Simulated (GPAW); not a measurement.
# Core-hole calculation of the O K edge in HfO2 (P2_1/c), part 4 of 4

How does the O K edge of HfO2 (P2_1/c) move when the bonds are compressed or stretched?

GPAW 26.7.0; X-ray absorption from dipole matrix elements to empty bands, plane-wave PAW revPBE.

So far. Step 10 (Spectrum with FCH, O atom 5): The scaled spectrum changes by 9 % r.m.s. The highest intensity below 16 eV goes from 4.8 eV (2.28) to 4.6 eV (2.32).

## Step 12: Spectrum with FCH, O atom 5

Shorter bonds are expected to push antibonding states and scattering resonances up, and longer ones down; the cell is scaled to test that.

Changed against the first core-hole run: volume scale from 1 to 1.06.

Contents of xas.py:

```python
import numpy as np
from ase import Atoms
from ase.parallel import parprint, paropen
from gpaw import GPAW, PW, FermiDirac, Mixer, MixerDif, setup_paths
from gpaw.test import gen
setup_paths.insert(0, '.')
gen('O', name='fch1s', xcname='revPBE', corehole=(1, 0, 1), write_xml=True)
from gpaw.mpi import world
world.barrier()

atoms = Atoms('Hf4O8',
    cell=[[5.21837843, 0, 0],
     [0, 5.28740621, 0],
     [-0.87550387, 0, 5.31612579]],
    scaled_positions=[[0.2755, 0.4603, 0.708],
     [0.7245, 0.9603, 0.792],
     [0.7245, 0.5397, 0.292],
     [0.2755, 0.0397, 0.208],
     [0.0742, 0.1684, 0.8467],
     [0.9258, 0.6684, 0.6533],
     [0.9258, 0.8316, 0.1533],
     [0.0742, 0.3316, 0.3467],
     [0.4487, 0.7419, 0.9801],
     [0.5513, 0.2419, 0.5199],
     [0.5513, 0.2581, 0.0199],
     [0.4487, 0.7581, 0.4801]],
    pbc=True)
atoms.calc = calc = GPAW(legacy_gpaw=True, mode=PW(500, force_complex_dtype=True), xc='revPBE', setups={4: 'fch1s'},
    kpts={'size': (4, 4, 4), 'gamma': True}, occupations=FermiDirac(0.02),
    charge=0, mixer=Mixer(0.1, 5, 50), maxiter=150,
    convergence={'density': 0.0001, 'eigenstates': 1e-6}, txt='scf.txt')
energy = atoms.get_potential_energy() + calc.get_reference_energy()
ef = calc.get_fermi_level()
out = dict(energy=energy, fermi=ef, forces=atoms.get_forces().tolist())
parprint(f'all-electron energy {energy:.4f} eV, Fermi level {ef:.4f} eV')
ev = np.array([[calc.get_eigenvalues(k, s) for k in range(len(calc.get_ibz_k_points()))] for s in range(calc.get_number_of_spins())])
out['homo'], out['lumo'], out['counts'] = ev[ev < ef].max(), ev[ev > ef].min(), sorted(set((ev < ef).sum((0, 2)).tolist()))
out['filled'] = (ev[:, 0] < ef).sum(1).tolist()

from ase.units import Ha
from gpaw.xas import dipole_matrix_elements
nb = int(calc.get_number_of_electrons() / 2) + 110
top, nb = nb, nb + 8 + nb // 12
nscf = calc.fixed_density(kpts={'size': (5, 5, 5), 'gamma': True}, nbands=nb,
    convergence={'bands': top, 'eigenstates': 5e-3}, maxiter=60, txt='nscf.txt')
cell = atoms.cell.array
ops = [cell.T @ U.T @ np.linalg.inv(cell.T) for U in nscf.wfs.kd.symmetry.op_scc]
filled = [48]  # bands filled in the ground state, by spin
E = np.arange(-6, 34, 0.1)
fwhm = np.interp(E, [4, 25], [0.9, 3.5])
Y, X, zero, highest = 0, 0, 1e9, 1e9
for spin in range(nscf.get_number_of_spins()):
    wfs = nscf.wfs
    mine = wfs.bd.get_slice()  # this rank's bands
    A = dipole_matrix_elements(wfs.setups[4])
    eps = np.zeros((wfs.kd.nibzkpts, nb))
    d = np.zeros((3, A.shape[1], wfs.kd.nibzkpts, nb), complex)
    for kpt in wfs.kpt_u:
        if kpt.s == spin and 4 in kpt.P_ani:
            eps[kpt.k, mine] = kpt.eps_n * Ha
            d[:, :, kpt.k, mine] = (kpt.weight * wfs.nspins / 2) ** 0.5 * np.inner(A, kpt.P_ani[4])
    world.sum(eps)
    world.sum(d)
    T = np.einsum('amkn,bmkn->abkn', d, d.conj()).real
    T = sum(np.einsum('ai,ijkn,bj->abkn', R, T, R) for R in ops) / len(ops)
    empty = np.ones_like(eps, bool) & (np.arange(nb) >= filled[spin])
    zero, highest = min(zero, eps[empty].min()), min(highest, eps[:, top - 1].min())
    lines = [(eps, T, empty)] if spin == 0 else lines + [(eps, T, empty)]
for eps, T, empty in lines:
    f = np.einsum('aakn->akn', T).reshape(3, -1)
    x = eps.ravel() - zero
    w = np.interp(x, E, fwhm) / 2.35482
    g = np.exp(-0.5 * ((E[:, None] - x) / w) ** 2) / (w * (2 * np.pi) ** 0.5)
    Y = Y + (f * empty.ravel()) @ g.T
    X = X + (f * ~empty.ravel()) @ g.T
out.update(E=E.round(2).tolist(), xas=Y.tolist(), xes=X.tolist(), zero=zero, valid=highest - zero, nk=len(eps), nb=nb)
for i in range(0, len(E), 10):
    parprint(f'{E[i]:7.2f}', *(f'{v:10.3e}' for v in Y[:, i]))
import json
with paropen('out.json', 'w') as f:
    json.dump(out, f)
```

Run with:

```console
OMP_NUM_THREADS=1 mpirun -n 4 gpaw python xas.py
```

Numbers of over 12 decimals in the logs are rounded to 6 here.

What it wrote:

```text
Input parameters:
  convergence: {density: 0.0001,
                eigenstates: 1e-06}
  kpts: {gamma: True,
         size: (4, 4, 4)}
  maxiter: 150
  mixer: {backend: pulay,
          beta: 0.1,
          method: separate,
          nmaxold: 5,
          weight: 50}
  mode: {ecut: 500.0,
         force_complex_dtype: True,
         name: pw}
  occupations: {fixmagmom: False,
                name: fermi-dirac,
[...]
*p    :    -0.060364
*d    :     0.000000
--------------------------------

Diagonalizing with gridspacing h=0.050

state   all-electron     PAW
-------------------------------
2s:      -1.610682    -1.612130
2p:      -1.060364    -1.066633
*d:                   -0.064109
*f:                   -0.013753
-------------------------------
all-electron energy -1655496.6786 eV, Fermi level 7.3519 eV
[...]
32.00  5.280e-05  5.468e-05  6.352e-05
  33.00  5.183e-05  5.509e-05  6.420e-05
[key lines of the parts left out:]
Converged after 17 iterations.
Dipole moment: (-0.157431, -0.375179, 0.343313) |e|*Ang
Free energy:   -131.040075
Fermi level: 7.35193
```

Elapsed: 2.4 min, on 4 MPI ranks of Intel Xeon Platinum 8375C at 2.90GHz (Ice Lake), shared host; peak memory 0.6 GiB; 9.5 min of CPU time.

```
E (eV)  first run  this run
  -2.0       0.00      0.00
  -1.0       0.00      0.00
   0.0       0.37      0.41
   1.0       1.20      1.31
   2.0       1.23      1.14
   3.0       0.92      1.09
   4.0       1.57      2.15
   5.0       2.25      1.93
   6.0       1.40      0.92
   7.0       0.77      0.75
   8.0       0.85      1.04
   9.0       1.07      1.10
  10.0       1.02      0.99
  11.0       1.04      1.03
  12.0       0.92      0.84
  13.0       0.75      0.77
  14.0       0.75      0.79
  15.0       0.76      0.77
  16.0       0.74      0.73
  17.0       0.72      0.70
  18.0       0.70      0.67
  19.0       0.65      0.62
  20.0       0.61      0.59
  21.0       0.59      0.59
  22.0       0.59      0.60
  23.0       0.60      0.62
  24.0       0.61      0.65
  25.0       0.64      0.68
  26.0       0.67      0.73
  27.0       0.72      0.80
  28.0       0.78      0.88
  29.0       0.84      0.93
  30.0       0.90      0.95
  31.0       0.92      0.94
  32.0       0.92      0.93
```

The scaled spectrum changes by 17 % r.m.s. A shift of -0.4 eV leaves 9 %. The highest intensity below 16 eV goes from 4.8 eV (2.28) to 4.4 eV (2.36).

The photon energy of the zero moves by -0.17 eV.

## Step 13: The volumes side by side

| volume | nearest distance (Å) | shift of the zero (eV) | maximum 1 (eV above own zero) | maximum 2 (eV above own zero) | maximum 3 (eV above own zero) |
| --- | --- | --- | --- | --- | --- |
| 0.94 | 1.992 | +0.17 | 1.8 | 5.4 | 10.0 |
| 0.97 | 2.013 | +0.08 | 1.7 | 5.1 | 9.6 |
| 1 | 2.034 | +0.00 | 1.6 | 4.8 | 9.2 |
| 1.03 | 2.054 | -0.09 | 1.5 | 4.6 | 8.9 |
| 1.06 | 2.073 | -0.17 | 1.4 | 4.4 | 8.6 |

The curves, each shifted by its zero's change so that they share one photon-energy axis, counted from the zero at V × 1:

| E (eV) | V × 0.94 | V × 0.97 | V × 1 | V × 1.03 | V × 1.06 |
| --- | --- | --- | --- | --- | --- |
| -2.0 | 0.00 | 0.00 | 0.00 | 0.00 | 0.00 |
| -1.0 | 0.00 | 0.00 | 0.00 | 0.00 | 0.01 |
| 0.0 | 0.19 | 0.27 | 0.37 | 0.49 | 0.63 |
| 1.0 | 1.05 | 1.12 | 1.20 | 1.30 | 1.39 |
| 2.0 | 1.36 | 1.32 | 1.23 | 1.13 | 1.04 |
| 3.0 | 0.92 | 0.89 | 0.92 | 1.02 | 1.19 |
| 4.0 | 1.02 | 1.24 | 1.57 | 1.98 | 2.30 |
| 5.0 | 1.92 | 2.21 | 2.25 | 2.06 | 1.73 |
| 6.0 | 2.05 | 1.75 | 1.40 | 1.06 | 0.82 |
| 7.0 | 1.23 | 0.93 | 0.77 | 0.74 | 0.79 |
| 8.0 | 0.77 | 0.77 | 0.85 | 0.97 | 1.08 |
| 9.0 | 0.86 | 0.97 | 1.07 | 1.10 | 1.07 |
| 10.0 | 1.03 | 1.04 | 1.02 | 1.00 | 1.00 |
| 11.0 | 1.02 | 1.03 | 1.04 | 1.04 | 1.01 |
| 12.0 | 1.02 | 0.99 | 0.92 | 0.86 | 0.81 |
| 13.0 | 0.85 | 0.78 | 0.75 | 0.75 | 0.77 |
| 14.0 | 0.72 | 0.72 | 0.75 | 0.77 | 0.79 |
| 15.0 | 0.73 | 0.75 | 0.76 | 0.77 | 0.77 |
| 16.0 | 0.73 | 0.74 | 0.74 | 0.74 | 0.73 |
| 17.0 | 0.73 | 0.73 | 0.72 | 0.71 | 0.70 |
| 18.0 | 0.72 | 0.71 | 0.70 | 0.68 | 0.66 |
| 19.0 | 0.70 | 0.67 | 0.65 | 0.63 | 0.61 |
| 20.0 | 0.65 | 0.62 | 0.61 | 0.60 | 0.59 |
| 21.0 | 0.60 | 0.59 | 0.59 | 0.59 | 0.60 |
| 22.0 | 0.58 | 0.58 | 0.59 | 0.60 | 0.61 |
| 23.0 | 0.58 | 0.59 | 0.60 | 0.61 | 0.63 |
| 24.0 | 0.58 | 0.60 | 0.61 | 0.63 | 0.65 |
| 25.0 | 0.60 | 0.62 | 0.64 | 0.66 | 0.69 |
| 26.0 | 0.62 | 0.65 | 0.67 | 0.71 | 0.75 |
| 27.0 | 0.66 | 0.69 | 0.72 | 0.77 | 0.82 |
| 28.0 | 0.70 | 0.74 | 0.78 | 0.83 | 0.89 |
| 29.0 | 0.74 | 0.79 | 0.84 | 0.90 | 0.94 |
| 30.0 | 0.80 | 0.85 | 0.90 | 0.93 | 0.95 |
| 31.0 | 0.85 | 0.90 | 0.92 | 0.93 | 0.93 |
| 32.0 | 0.89 | 0.92 | 0.92 | 0.92 | 0.93 |

## Step 14: Outcome

| Quantity | Value |
| --- | --- |
| absorber and edge | O K, atom 5 of the ground-state input (counted from 1) |
| surroundings | 1 Hf at 2.03 Å, 1 Hf at 2.07 Å and 1 Hf at 2.12 Å (distorted trigonal planar, site symmetry 1) |
| highest intensity below 16 eV | 4.8 eV above the zero, height 2.28 |
| photon energy of the zero, with the added terms | 531.5 eV (raw 540.4 eV; uncertain by a few eV) |

From V × 0.94 to V × 1.06 the nearest distance grows by 0.081 Å and the zero moves by -0.34 eV. Above their own zero, the maxima move from 1.8 to 1.4 eV, from 5.4 to 4.4 eV and from 10.0 to 8.6 eV. The O K edge of atom 5, with 1 Hf at 2.03 Å, 1 Hf at 2.07 Å and 1 Hf at 2.12 Å (distorted trigonal planar, site symmetry 1), has its highest intensity of the first 16 eV at 4.8 eV above the zero, near 536 eV in photon energy (uncertain by a few eV), 2.3 times the mean level of the first 20 eV (Gaussian full width 0.9 eV up to 4 eV, rising linearly to 3.5 eV at 25 eV). At the O K edge of atom 5 polarisation matters most near 4.1 eV, where the curves differ by 0.8 on this scale. The crystal has 2 inequivalent O sites and not all are shown here, while a measurement adds them all. The holes are only 5.1 Å apart, so the shape is probably not converged with cell size; no larger cell was run here. The mesh is coarse (0.25 Å⁻¹ between points), so small maxima may be mesh ripples. The structure is a published determination, not relaxed.

[Banner, clock and machine lines of the logs are left out without a mark of their own.]

[Logs are printed without paths, hosts, clocks, repeated set-up lines and the standing remarks that a program may print on its own settings, such as how far it seeks lower states.]

[Hosts, paths, dates, database ids (printed as entryN), source tags and the programs' standing remarks are cut or masked in the printed files.]

[Lists of maxima count a maximum above −3 eV only where it reaches 4 % of the highest in the window and stands out from its surroundings by 2 % of it (1.5 % where it reaches 55 %); shoulders and weaker maxima are passed over, and of the rest the first, up to two pre-edge ones and the few strongest are named.]
